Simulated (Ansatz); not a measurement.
LiNbO3 (R3c), computed twice by G0W0.

```cif
data_structure
_symmetry_space_group_name_H-M 'P 1'
_symmetry_Int_Tables_number 1
_cell_length_a 5.4971
_cell_length_b 5.4971
_cell_length_c 5.4971
_cell_angle_alpha 55.883
_cell_angle_beta 55.883
_cell_angle_gamma 55.883
_cell_volume 106.25
loop_
_atom_site_label
_atom_site_type_symbol
_atom_site_fract_x
_atom_site_fract_y
_atom_site_fract_z
_atom_site_occupancy
Li1 Li 0.28150 0.28150 0.28150 1
Li2 Li 0.78150 0.78150 0.78150 1
Nb3 Nb 0.00006 0.00006 0.00006 1
Nb4 Nb 0.50006 0.50006 0.50006 1
O5 O 0.11231 0.35836 0.71959 1
O6 O 0.71959 0.11231 0.35836 1
O7 O 0.35836 0.71959 0.11231 1
O8 O 0.21959 0.85836 0.61231 1
O9 O 0.85836 0.61231 0.21959 1
O10 O 0.61231 0.21959 0.85836 1
```

The cell and positions come from the Crystallography Open Database and are kept as given unless a step says otherwise.

The first (Ansatz 0.2.0; start PBE with 90 % screened exact exchange, 4×4×4 mesh, 443 empty bands, screening to 150 eV, PAW set soft_1 files; 1 × NVIDIA H100 80GB HBM3 (shared by 6 runs) with 3 threads of AMD EPYC 7R13 (Zen 3), shared host) gave, on its mesh: starting gap 9.58 eV, G0W0 gap 6.61 eV, RPA ε∞ (mean) 2.65, 1.9 min.

The second changes start from PBE with 90 % screened exact exchange to PBE+U(Nb-d,4). What does it give?

It gave: starting gap 3.93 eV, G0W0 gap 5.03 eV, RPA ε∞ (mean) 4.74, 72 s. The G0W0 gap moves by −1.59 eV, −5.65 eV from the start and +4.06 eV from the correction. Σc changes by +1.38 eV at the valence top and −0.79 eV at the conduction bottom, and Σx − Vxc between them by +6.25 eV.

Limits: not at the basis limit; no spin-orbit coupling.

[Paths, hosts, dates, memory and timing lines, banners, echoed tables and standing remarks are left out of the program output.]

[Logs are printed without paths, hosts, clocks, repeated set-up lines and the standing remarks that a program may print on its own settings, such as how far it seeks lower states.]

[Runs of the session that timed out or met a known fault of the program may be left out.]

[Cells called generated may have been cut or substituted from an entry of the Crystallography Open Database or the Materials Project.]

[Hosts, paths, dates, database ids (printed as entryN), source tags and the programs' standing remarks are cut or masked in the printed files.]
